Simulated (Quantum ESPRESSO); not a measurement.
# Gd (Gadolinium): the choice of Hubbard U, part 2 of 2

Two starts of Gd (Gadolinium) are run at each rung of the Hubbard U.

Quantum ESPRESSO 7.5; PBE; plane waves with SSSP 1.3 efficiency PBE potentials, no spin-orbit coupling (settings of the first rung).

So far, largest spin moment in the atom's sphere (μB): step 2 (rung 1, start ferro ++) 7.29; step 3 (rung 1, start antiferro +-) 7.22; step 4 (rung 2, start ferro ++) 7.40; step 5 (rung 2, start antiferro +-) 7.32; step 6 (rung 3, start ferro ++) 7.44.

## Step 7: Rung 3, start antiferro +-

Level of this step: PBE with U = 3 eV on Gd f (atomic projectors); plane waves with SSSP 1.3 efficiency PBE potentials, no spin-orbit coupling (Quantum ESPRESSO).

pw.in reads:

```
&CONTROL
  calculation = 'scf'
  prefix = 'pwscf'
  outdir = './tmp'
  pseudo_dir = './pseudo'
  disk_io = 'nowf'
/
&SYSTEM
  ibrav = 0
  celldm(1) = 8
  nat = 2
  ntyp = 2
  ecutwfc = 50
  ecutrho = 400
  nbnd = 25
  occupations = 'smearing'
  smearing = 'fd'
  degauss = 0.00999582
  nspin = 2
  starting_magnetization(1) = 0.3889
  starting_magnetization(2) = -0.3889
/
&ELECTRONS
  conv_thr = 4d-09
  electron_maxstep = 150
  mixing_beta = 0.3
/
ATOMIC_SPECIES
Gd1   157.2500 Gd.paw.z_18.atompaw.wentzcovitch.v1.2.upf
Gd2   157.2500 Gd.paw.z_18.atompaw.wentzcovitch.v1.2.upf
CELL_PARAMETERS alat
   0.8588805236424    0.0000000000000    0.0000000000000
  -0.4294402618212    0.7438123522994    0.0000000000000
   0.0000000000000    0.0000000000000    1.3659412860326
ATOMIC_POSITIONS crystal
Gd1     0.3333333333    0.6666666667    0.2500000000
Gd2     0.6666666667    0.3333333333    0.7500000000
K_POINTS automatic
8 8 8 0 0 0
HUBBARD {atomic}
U Gd1-4f 3.0000
U Gd2-4f 3.0000
```

Run with:

```sh
$ OMP_NUM_THREADS=1 mpirun -n 4 pw.x -nk 4 -in pw.in > pw.out
```

The program printed:

```text
     [... lines left out ...]
Program PWSCF v.7.5 starts
     [... lines left out ...]
     number of atoms/cell      =            2
     [... lines left out ...]
     number of electrons       =        36.00
     number of Kohn-Sham states=           25
     kinetic-energy cutoff     =      50.0000  Ry
     charge density cutoff     =     400.0000  Ry
     scf convergence threshold =      4.0E-09
     [... lines left out ...]
     12 Sym. Ops. (no inversion) found ( 6 have fractional translation)
     [... lines left out ...]
     number of k points=    50  Fermi-Dirac smearing, width (Ry)=  0.0100
     [... lines left out ...]
     iteration # 15     ecut=    50.00 Ry     beta= 0.30
     [... lines left out ...]
     Magnetic moment per site  (integrated on atomic sphere of radius R)
     atom   1 (R=0.348)  charge= 16.4993  magn=  7.3603
     atom   2 (R=0.348)  charge= 16.4992  magn= -7.3607
     [... lines left out ...]
     Tr[ns(  1)] (up, down, total) =   7.01040  0.02727  7.03767
     [... lines left out ...]
     Tr[ns(  2)] (up, down, total) =   0.02725  7.01040  7.03765
     [... lines left out ...]
     the Fermi energy is    12.2534 ev
!    total energy              =   -1367.99548367 Ry
     [... lines left out ...]
     estimated scf accuracy    <          3.6E-09 Ry
     smearing contrib. (-TS)   =      -0.01349095 Ry
     [... lines left out ...]
     total magnetization       =    -0.00 Bohr mag/cell
     absolute magnetization    =    15.10 Bohr mag/cell
     convergence has been achieved in  15 iterations
```

Elapsed: 86 s, on 4 MPI ranks of Arm Neoverse V1, shared host; peak memory 1 GiB.

Numbers from this step:

```
magnetization  : 0 μB
final state    : antiferromagnetic
largest moment : 7.361 μB
```

## Step 8: Rung 4, start ferro ++

pw.in reads:

```
&CONTROL
  calculation = 'scf'
  prefix = 'pwscf'
  outdir = './tmp'
  pseudo_dir = './pseudo'
  disk_io = 'nowf'
/
&SYSTEM
  ibrav = 0
  celldm(1) = 8
  nat = 2
  ntyp = 1
  ecutwfc = 50
  ecutrho = 400
  nbnd = 32
  occupations = 'smearing'
  smearing = 'fd'
  degauss = 0.00999582
  nspin = 2
  starting_magnetization(1) = 0.3889
/
&ELECTRONS
  conv_thr = 4d-09
  electron_maxstep = 150
  mixing_beta = 0.3
/
ATOMIC_SPECIES
Gd    157.2500 Gd.paw.z_18.atompaw.wentzcovitch.v1.2.upf
CELL_PARAMETERS alat
   0.8588805236424    0.0000000000000    0.0000000000000
  -0.4294402618212    0.7438123522994    0.0000000000000
   0.0000000000000    0.0000000000000    1.3659412860326
ATOMIC_POSITIONS crystal
Gd      0.3333333333    0.6666666667    0.2500000000
Gd      0.6666666667    0.3333333333    0.7500000000
K_POINTS automatic
8 8 8 0 0 0
HUBBARD {atomic}
U Gd-4f 4.5000
```

The program printed:

```text
     [... lines left out ...]
Program PWSCF v.7.5 starts
     [... lines left out ...]
     number of atoms/cell      =            2
     [... lines left out ...]
     number of electrons       =        36.00
     number of Kohn-Sham states=           32
     kinetic-energy cutoff     =      50.0000  Ry
     charge density cutoff     =     400.0000  Ry
     scf convergence threshold =      4.0E-09
     [... lines left out ...]
     24 Sym. Ops., with inversion, found (12 have fractional translation)
     [... lines left out ...]
     number of k points=    50  Fermi-Dirac smearing, width (Ry)=  0.0100
     [... lines left out ...]
     iteration # 12     ecut=    50.00 Ry     beta= 0.30
     [... lines left out ...]
     Magnetic moment per site  (integrated on atomic sphere of radius R)
     atom   1 (R=0.348)  charge= 16.4911  magn=  7.4570
     atom   2 (R=0.348)  charge= 16.4911  magn=  7.4570
     [... lines left out ...]
     Tr[ns(  1)] (up, down, total) =   7.01082  0.00911  7.01993
     [... lines left out ...]
     Tr[ns(  2)] (up, down, total) =   7.01082  0.00911  7.01993
     [... lines left out ...]
     the Fermi energy is    12.3222 ev
!    total energy              =   -1367.99751758 Ry
     [... lines left out ...]
     estimated scf accuracy    <          2.0E-09 Ry
     smearing contrib. (-TS)   =      -0.01000542 Ry
     [... lines left out ...]
     total magnetization       =    15.50 Bohr mag/cell
     absolute magnetization    =    15.50 Bohr mag/cell
     convergence has been achieved in  12 iterations
```

Elapsed: 65 s, on 4 MPI ranks; peak memory 1 GiB; 4.3 min of CPU time.

This step gave:

- magnetization: 15.50 μB
- final state: ferromagnetic
- largest moment: 7.457 μB

## Step 9: Rung 4, start antiferro +-

pw.in reads:

```
&CONTROL
  calculation = 'scf'
  prefix = 'pwscf'
  outdir = './tmp'
  pseudo_dir = './pseudo'
  disk_io = 'nowf'
/
&SYSTEM
  ibrav = 0
  celldm(1) = 8
  nat = 2
  ntyp = 2
  ecutwfc = 50
  ecutrho = 400
  nbnd = 25
  occupations = 'smearing'
  smearing = 'fd'
  degauss = 0.00999582
  nspin = 2
  starting_magnetization(1) = 0.3889
  starting_magnetization(2) = -0.3889
/
&ELECTRONS
  conv_thr = 4d-09
  electron_maxstep = 150
  mixing_beta = 0.3
/
ATOMIC_SPECIES
Gd1   157.2500 Gd.paw.z_18.atompaw.wentzcovitch.v1.2.upf
Gd2   157.2500 Gd.paw.z_18.atompaw.wentzcovitch.v1.2.upf
CELL_PARAMETERS alat
   0.8588805236424    0.0000000000000    0.0000000000000
  -0.4294402618212    0.7438123522994    0.0000000000000
   0.0000000000000    0.0000000000000    1.3659412860326
ATOMIC_POSITIONS crystal
Gd1     0.3333333333    0.6666666667    0.2500000000
Gd2     0.6666666667    0.3333333333    0.7500000000
K_POINTS automatic
8 8 8 0 0 0
HUBBARD {atomic}
U Gd1-4f 4.5000
U Gd2-4f 4.5000
```

The program printed:

```text
     [... lines left out ...]
Program PWSCF v.7.5 starts
     [... lines left out ...]
     number of atoms/cell      =            2
     [... lines left out ...]
     number of electrons       =        36.00
     number of Kohn-Sham states=           25
     kinetic-energy cutoff     =      50.0000  Ry
     charge density cutoff     =     400.0000  Ry
     scf convergence threshold =      4.0E-09
     [... lines left out ...]
     12 Sym. Ops. (no inversion) found ( 6 have fractional translation)
     [... lines left out ...]
     number of k points=    50  Fermi-Dirac smearing, width (Ry)=  0.0100
     [... lines left out ...]
     iteration # 14     ecut=    50.00 Ry     beta= 0.30
     [... lines left out ...]
     Magnetic moment per site  (integrated on atomic sphere of radius R)
     atom   1 (R=0.348)  charge= 16.4977  magn=  7.3740
     atom   2 (R=0.348)  charge= 16.4977  magn= -7.3740
     [... lines left out ...]
     Tr[ns(  1)] (up, down, total) =   7.01067  0.01552  7.02620
     [... lines left out ...]
     Tr[ns(  2)] (up, down, total) =   0.01552  7.01067  7.02620
     [... lines left out ...]
     the Fermi energy is    12.2642 ev
!    total energy              =   -1367.99438940 Ry
     [... lines left out ...]
     estimated scf accuracy    <          3.7E-09 Ry
     smearing contrib. (-TS)   =      -0.01329098 Ry
     [... lines left out ...]
     total magnetization       =     0.00 Bohr mag/cell
     absolute magnetization    =    15.13 Bohr mag/cell
     convergence has been achieved in  14 iterations
```

Run time: 81 s. Hardware: 4 MPI ranks; peak memory 1 GiB.

Numbers from this step:

- magnetization: 0 μB
- final state: antiferromagnetic
- largest moment: 7.374 μB

## Step 10: Rung 5, start ferro ++

pw.in reads:

```
&CONTROL
  calculation = 'scf'
  prefix = 'pwscf'
  outdir = './tmp'
  pseudo_dir = './pseudo'
  disk_io = 'nowf'
/
&SYSTEM
  ibrav = 0
  celldm(1) = 8
  nat = 2
  ntyp = 1
  ecutwfc = 50
  ecutrho = 400
  nbnd = 32
  occupations = 'smearing'
  smearing = 'fd'
  degauss = 0.00999582
  nspin = 2
  starting_magnetization(1) = 0.3889
/
&ELECTRONS
  conv_thr = 4d-09
  electron_maxstep = 150
  mixing_beta = 0.3
/
ATOMIC_SPECIES
Gd    157.2500 Gd.paw.z_18.atompaw.wentzcovitch.v1.2.upf
CELL_PARAMETERS alat
   0.8588805236424    0.0000000000000    0.0000000000000
  -0.4294402618212    0.7438123522994    0.0000000000000
   0.0000000000000    0.0000000000000    1.3659412860326
ATOMIC_POSITIONS crystal
Gd      0.3333333333    0.6666666667    0.2500000000
Gd      0.6666666667    0.3333333333    0.7500000000
K_POINTS automatic
8 8 8 0 0 0
HUBBARD {atomic}
U Gd-4f 6.0000
```

The program printed:

```text
     [... lines left out ...]
Program PWSCF v.7.5 starts
     [... lines left out ...]
     number of atoms/cell      =            2
     [... lines left out ...]
     number of electrons       =        36.00
     number of Kohn-Sham states=           32
     kinetic-energy cutoff     =      50.0000  Ry
     charge density cutoff     =     400.0000  Ry
     scf convergence threshold =      4.0E-09
     [... lines left out ...]
     24 Sym. Ops., with inversion, found (12 have fractional translation)
     [... lines left out ...]
     number of k points=    50  Fermi-Dirac smearing, width (Ry)=  0.0100
     [... lines left out ...]
     iteration # 11     ecut=    50.00 Ry     beta= 0.30
     [... lines left out ...]
     Magnetic moment per site  (integrated on atomic sphere of radius R)
     atom   1 (R=0.348)  charge= 16.4909  magn=  7.4636
     atom   2 (R=0.348)  charge= 16.4909  magn=  7.4636
     [... lines left out ...]
     Tr[ns(  1)] (up, down, total) =   7.01100  0.00591  7.01690
     [... lines left out ...]
     Tr[ns(  2)] (up, down, total) =   7.01100  0.00591  7.01690
     [... lines left out ...]
     the Fermi energy is    12.3278 ev
!    total energy              =   -1367.99791684 Ry
     [... lines left out ...]
     estimated scf accuracy    <          1.9E-09 Ry
     smearing contrib. (-TS)   =      -0.00985858 Ry
     [... lines left out ...]
     total magnetization       =    15.52 Bohr mag/cell
     absolute magnetization    =    15.52 Bohr mag/cell
     convergence has been achieved in  11 iterations
```

The job ended after 60 s (4 MPI ranks; peak memory 1 GiB).

Numbers from this step:

| Item | Value |
| --- | --- |
| magnetization | 15.52 μB |
| final state | ferromagnetic |
| largest moment | 7.464 μB |

## Step 11: Rung 5, start antiferro +-

pw.in reads:

```
&CONTROL
  calculation = 'scf'
  prefix = 'pwscf'
  outdir = './tmp'
  pseudo_dir = './pseudo'
  disk_io = 'nowf'
/
&SYSTEM
  ibrav = 0
  celldm(1) = 8
  nat = 2
  ntyp = 2
  ecutwfc = 50
  ecutrho = 400
  nbnd = 25
  occupations = 'smearing'
  smearing = 'fd'
  degauss = 0.00999582
  nspin = 2
  starting_magnetization(1) = 0.3889
  starting_magnetization(2) = -0.3889
/
&ELECTRONS
  conv_thr = 4d-09
  electron_maxstep = 150
  mixing_beta = 0.3
/
ATOMIC_SPECIES
Gd1   157.2500 Gd.paw.z_18.atompaw.wentzcovitch.v1.2.upf
Gd2   157.2500 Gd.paw.z_18.atompaw.wentzcovitch.v1.2.upf
CELL_PARAMETERS alat
   0.8588805236424    0.0000000000000    0.0000000000000
  -0.4294402618212    0.7438123522994    0.0000000000000
   0.0000000000000    0.0000000000000    1.3659412860326
ATOMIC_POSITIONS crystal
Gd1     0.3333333333    0.6666666667    0.2500000000
Gd2     0.6666666667    0.3333333333    0.7500000000
K_POINTS automatic
8 8 8 0 0 0
HUBBARD {atomic}
U Gd1-4f 6.0000
U Gd2-4f 6.0000
```

The program printed:

```text
     [... lines left out ...]
Program PWSCF v.7.5 starts
     [... lines left out ...]
     number of atoms/cell      =            2
     [... lines left out ...]
     number of electrons       =        36.00
     number of Kohn-Sham states=           25
     kinetic-energy cutoff     =      50.0000  Ry
     charge density cutoff     =     400.0000  Ry
     scf convergence threshold =      4.0E-09
     [... lines left out ...]
     12 Sym. Ops. (no inversion) found ( 6 have fractional translation)
     [... lines left out ...]
     number of k points=    50  Fermi-Dirac smearing, width (Ry)=  0.0100
     [... lines left out ...]
     iteration # 14     ecut=    50.00 Ry     beta= 0.30
     [... lines left out ...]
     Magnetic moment per site  (integrated on atomic sphere of radius R)
     atom   1 (R=0.348)  charge= 16.4972  magn=  7.3799
     atom   2 (R=0.348)  charge= 16.4972  magn= -7.3799
     [... lines left out ...]
     Tr[ns(  1)] (up, down, total) =   7.01087  0.01006  7.02094
     [... lines left out ...]
     Tr[ns(  2)] (up, down, total) =   0.01006  7.01087  7.02094
     [... lines left out ...]
     the Fermi energy is    12.2709 ev
!    total energy              =   -1367.99420615 Ry
     [... lines left out ...]
     estimated scf accuracy    <          2.2E-09 Ry
     smearing contrib. (-TS)   =      -0.01321114 Ry
     [... lines left out ...]
     total magnetization       =    -0.00 Bohr mag/cell
     absolute magnetization    =    15.15 Bohr mag/cell
     convergence has been achieved in  14 iterations
```

Wall time 79 s (4 MPI ranks); peak memory 1 GiB.

Numbers from this step:

* magnetization: 0 μB
* final state: antiferromagnetic
* largest moment: 7.380 μB

## Step 12: Rung 6, start ferro ++

pw.in reads:

```
&CONTROL
  calculation = 'scf'
  prefix = 'pwscf'
  outdir = './tmp'
  pseudo_dir = './pseudo'
  disk_io = 'nowf'
/
&SYSTEM
  ibrav = 0
  celldm(1) = 8
  nat = 2
  ntyp = 1
  ecutwfc = 50
  ecutrho = 400
  nbnd = 32
  occupations = 'smearing'
  smearing = 'fd'
  degauss = 0.00999582
  nspin = 2
  starting_magnetization(1) = 0.3889
/
&ELECTRONS
  conv_thr = 4d-09
  electron_maxstep = 150
  mixing_beta = 0.3
/
ATOMIC_SPECIES
Gd    157.2500 Gd.paw.z_18.atompaw.wentzcovitch.v1.2.upf
CELL_PARAMETERS alat
   0.8588805236424    0.0000000000000    0.0000000000000
  -0.4294402618212    0.7438123522994    0.0000000000000
   0.0000000000000    0.0000000000000    1.3659412860326
ATOMIC_POSITIONS crystal
Gd      0.3333333333    0.6666666667    0.2500000000
Gd      0.6666666667    0.3333333333    0.7500000000
K_POINTS automatic
8 8 8 0 0 0
HUBBARD {atomic}
U Gd-4f 7.5000
```

The program printed:

```text
     [... lines left out ...]
Program PWSCF v.7.5 starts
     [... lines left out ...]
     number of atoms/cell      =            2
     [... lines left out ...]
     number of electrons       =        36.00
     number of Kohn-Sham states=           32
     kinetic-energy cutoff     =      50.0000  Ry
     charge density cutoff     =     400.0000  Ry
     scf convergence threshold =      4.0E-09
     [... lines left out ...]
     24 Sym. Ops., with inversion, found (12 have fractional translation)
     [... lines left out ...]
     number of k points=    50  Fermi-Dirac smearing, width (Ry)=  0.0100
     [... lines left out ...]
     iteration # 12     ecut=    50.00 Ry     beta= 0.30
     [... lines left out ...]
     Magnetic moment per site  (integrated on atomic sphere of radius R)
     atom   1 (R=0.348)  charge= 16.4910  magn=  7.4676
     atom   2 (R=0.348)  charge= 16.4910  magn=  7.4676
     [... lines left out ...]
     Tr[ns(  1)] (up, down, total) =   7.01113  0.00422  7.01535
     [... lines left out ...]
     Tr[ns(  2)] (up, down, total) =   7.01113  0.00422  7.01535
     [... lines left out ...]
     the Fermi energy is    12.3312 ev
!    total energy              =   -1367.99859007 Ry
     [... lines left out ...]
     estimated scf accuracy    <          9.9E-10 Ry
     smearing contrib. (-TS)   =      -0.00977901 Ry
     [... lines left out ...]
     total magnetization       =    15.53 Bohr mag/cell
     absolute magnetization    =    15.53 Bohr mag/cell
     convergence has been achieved in  12 iterations
```

It took 65 s on 4 MPI ranks; peak memory 1 GiB; 4.3 min of CPU time.

This step gave:

```
magnetization  : 15.53 μB
final state    : ferromagnetic
largest moment : 7.468 μB
```

## Step 13: Rung 6, start antiferro +-

pw.in reads:

```
&CONTROL
  calculation = 'scf'
  prefix = 'pwscf'
  outdir = './tmp'
  pseudo_dir = './pseudo'
  disk_io = 'nowf'
/
&SYSTEM
  ibrav = 0
  celldm(1) = 8
  nat = 2
  ntyp = 2
  ecutwfc = 50
  ecutrho = 400
  nbnd = 25
  occupations = 'smearing'
  smearing = 'fd'
  degauss = 0.00999582
  nspin = 2
  starting_magnetization(1) = 0.3889
  starting_magnetization(2) = -0.3889
/
&ELECTRONS
  conv_thr = 4d-09
  electron_maxstep = 150
  mixing_beta = 0.3
/
ATOMIC_SPECIES
Gd1   157.2500 Gd.paw.z_18.atompaw.wentzcovitch.v1.2.upf
Gd2   157.2500 Gd.paw.z_18.atompaw.wentzcovitch.v1.2.upf
CELL_PARAMETERS alat
   0.8588805236424    0.0000000000000    0.0000000000000
  -0.4294402618212    0.7438123522994    0.0000000000000
   0.0000000000000    0.0000000000000    1.3659412860326
ATOMIC_POSITIONS crystal
Gd1     0.3333333333    0.6666666667    0.2500000000
Gd2     0.6666666667    0.3333333333    0.7500000000
K_POINTS automatic
8 8 8 0 0 0
HUBBARD {atomic}
U Gd1-4f 7.5000
U Gd2-4f 7.5000
```

The program printed:

```text
     [... lines left out ...]
Program PWSCF v.7.5 starts
     [... lines left out ...]
     number of atoms/cell      =            2
     [... lines left out ...]
     number of electrons       =        36.00
     number of Kohn-Sham states=           25
     kinetic-energy cutoff     =      50.0000  Ry
     charge density cutoff     =     400.0000  Ry
     scf convergence threshold =      4.0E-09
     [... lines left out ...]
     12 Sym. Ops. (no inversion) found ( 6 have fractional translation)
     [... lines left out ...]
     number of k points=    50  Fermi-Dirac smearing, width (Ry)=  0.0100
     [... lines left out ...]
     iteration # 14     ecut=    50.00 Ry     beta= 0.30
     [... lines left out ...]
     Magnetic moment per site  (integrated on atomic sphere of radius R)
     atom   1 (R=0.348)  charge= 16.4970  magn=  7.3829
     atom   2 (R=0.348)  charge= 16.4970  magn= -7.3829
     [... lines left out ...]
     Tr[ns(  1)] (up, down, total) =   7.01103  0.00711  7.01814
     [... lines left out ...]
     Tr[ns(  2)] (up, down, total) =   0.00711  7.01103  7.01814
     [... lines left out ...]
     the Fermi energy is    12.2754 ev
!    total energy              =   -1367.99448556 Ry
     [... lines left out ...]
     estimated scf accuracy    <          3.3E-09 Ry
     smearing contrib. (-TS)   =      -0.01317223 Ry
     [... lines left out ...]
     total magnetization       =    -0.00 Bohr mag/cell
     absolute magnetization    =    15.15 Bohr mag/cell
     convergence has been achieved in  14 iterations
```

Wall time 79 s (4 MPI ranks); peak memory 1 GiB.

Read from the output:

```yaml
magnetization: 0 μB
final_state: antiferromagnetic
largest_moment: 7.383 μB
```

## Step 14: The rungs together

Ladder, by row:

```tsv
rung	U	state from the first start	state from the second start	second less first (meV a seeded atom)	moment, first (μB)	moment, second (μB)	CPU time (s)
1	none	ferromagnetic	antiferromagnetic	-5.642	7.294	7.224	1642
2	Gd f U 1.5 Dudarev atomic	ferromagnetic	antiferromagnetic	4.745	7.403	7.323	952.5
3	Gd f U 3.0 Dudarev atomic	ferromagnetic	antiferromagnetic	14.94	7.443	7.361	646.8
4	Gd f U 4.5 Dudarev atomic	ferromagnetic	antiferromagnetic	21.28	7.457	7.374	581
5	Gd f U 6.0 Dudarev atomic	ferromagnetic	antiferromagnetic	25.24	7.464	7.38	554.4
6	Gd f U 7.5 Dudarev atomic	ferromagnetic	antiferromagnetic	27.92	7.468	7.383	572.5
```

## Step 15: Results

| Item | Value |
| --- | --- |
| range of the largest moment, first start | 7.29 to 7.47 μB; second start 7.22 to 7.38 μB |
| range of CPU time | 9.2 min to 27 min |
| range of the energy difference | -5.64 to 27.9 meV a seeded atom |

**Reading.** In the first start the moment grows with U. The sign of the difference changes along the ladder, so the order that comes out lowest hangs on the rung. The 4f shell is half filled, so the spin-only picture is fair. Energies are free energies at an electronic temperature of 1580 K, which lowers moments and differences where the moments are itinerant.

[Logs and program files are shortened in this print: banners, set-up blocks, solver, clock and traceback lines can be left out without a mark of their own.]

[Logs are printed without paths, hosts, clocks, repeated set-up lines and the standing remarks that a program may print on its own settings, such as how far it seeks lower states.]

[Hosts, paths, dates, database ids (printed as entryN), source tags and the programs' standing remarks are cut or masked in the printed files.]

[Where a cell is said to come from a database of computed structures, the database is the Materials Project.]
